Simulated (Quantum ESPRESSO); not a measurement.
Consider InHO2 (Pmn2_1).

```
CELL_PARAMETERS angstrom
3.27000 0.00000 0.00000
0.00000 4.56000 0.00000
0.00000 0.00000 5.26000
ATOMIC_POSITIONS crystal
In 0.50000 0.26438 0.50000
In 0.00000 0.73562 0.00000
O 0.50000 0.47800 0.13800
O 0.00000 0.52200 0.63800
O 0.50000 0.01800 0.86400
O 0.00000 0.98200 0.36400
H 0.50000 0.21300 0.98000
H 0.00000 0.78700 0.48000
```

Absorber: atom 1, with 3 O at 2.14 Å, 2 O at 2.20 Å and 1 O at 2.22 Å (distorted octahedral, site symmetry m). Method: Quantum ESPRESSO XSpectra, LDA, full core hole (charged cell), 16-atom cell with 5.6 Å between holes, 4×4×4 k points, dipole transitions, Lorentzian half width 3.96 eV (not a setting of the program: the run's 0.4 eV curve was folded afterwards with a further Lorentzian).

Question: Where do the maxima of the In K edge fall?

Main maxima up to 30 eV above the zero (height): 8.3 eV (1.41). A K edge sees empty p states on the absorber. 

The In K spectrum (energy from the lowest empty level; intensity scaled to a mean of 1 over the first 20 eV; folded afterwards to Lorentzian half width 3.96 eV; the points at xe0, where the cut of filled states can leave a spike, are interpolated; polarised curves are means over the symmetry-equivalent atoms):

```
E (eV)  isotropic  ε ∥ x  ε ∥ y  ε ∥ z
 -2.00       0.28   0.26   0.30   0.29
 -1.25       0.32   0.30   0.34   0.32
 -0.50       0.37   0.34   0.39   0.37
  0.25       0.42   0.39   0.46   0.43
  1.00       0.49   0.45   0.54   0.50
  1.75       0.58   0.52   0.63   0.59
  2.50       0.68   0.61   0.74   0.69
  3.25       0.79   0.71   0.86   0.81
  4.00       0.92   0.83   1.00   0.94
  4.75       1.05   0.96   1.12   1.07
  5.50       1.18   1.10   1.23   1.20
  6.25       1.28   1.23   1.30   1.31
  7.00       1.36   1.35   1.34   1.38
  7.75       1.40   1.44   1.35   1.41
  8.50       1.41   1.50   1.34   1.40
  9.25       1.40   1.51   1.32   1.36
 10.00       1.35   1.48   1.28   1.30
 10.75       1.29   1.41   1.23   1.23
 11.50       1.22   1.33   1.17   1.17
 12.25       1.15   1.23   1.10   1.11
 13.00       1.08   1.13   1.04   1.06
 13.75       1.01   1.03   0.98   1.02
 14.50       0.96   0.96   0.93   0.98
 15.25       0.91   0.90   0.89   0.95
 16.00       0.87   0.85   0.86   0.92
 16.75       0.84   0.82   0.83   0.88
 17.50       0.82   0.79   0.81   0.86
 18.25       0.80   0.78   0.79   0.83
 19.00       0.78   0.77   0.78   0.80
 19.75       0.77   0.76   0.77   0.77
 20.50       0.75   0.76   0.75   0.75
 21.25       0.74   0.75   0.75   0.73
 22.00       0.73   0.74   0.74   0.71
 22.75       0.72   0.73   0.74   0.69
 23.50       0.71   0.72   0.74   0.68
 24.25       0.71   0.71   0.74   0.68
 25.00       0.70   0.70   0.73   0.67
 25.75       0.69   0.69   0.73   0.67
 26.50       0.69   0.68   0.72   0.66
 27.25       0.68   0.67   0.71   0.66
 28.00       0.67   0.66   0.70   0.65
 28.75       0.66   0.64   0.68   0.65
 29.50       0.65   0.63   0.67   0.65
 30.25       0.65   0.62   0.67   0.65
 31.00       0.64   0.62   0.66   0.65
 31.75       0.64   0.62   0.66   0.65
```

The holes are only 5.6 Å apart, so the shape is probably not converged with cell size; no larger cell was run here. The structure is a published determination, not relaxed.

[Banner, clock and machine lines of the logs are left out without a mark of their own.]

[Logs are printed without paths, hosts, clocks, repeated set-up lines and the standing remarks that a program may print on its own settings, such as how far it seeks lower states.]

[Hosts, paths, dates, database ids (printed as entryN), source tags and the programs' standing remarks are cut or masked in the printed files.]

[Lists of maxima count a maximum above −3 eV only where it reaches 4 % of the highest in the window and stands out from its surroundings by 2 % of it (1.5 % where it reaches 55 %); shoulders and weaker maxima are passed over, and of the rest the first, up to two pre-edge ones and the few strongest are named.]
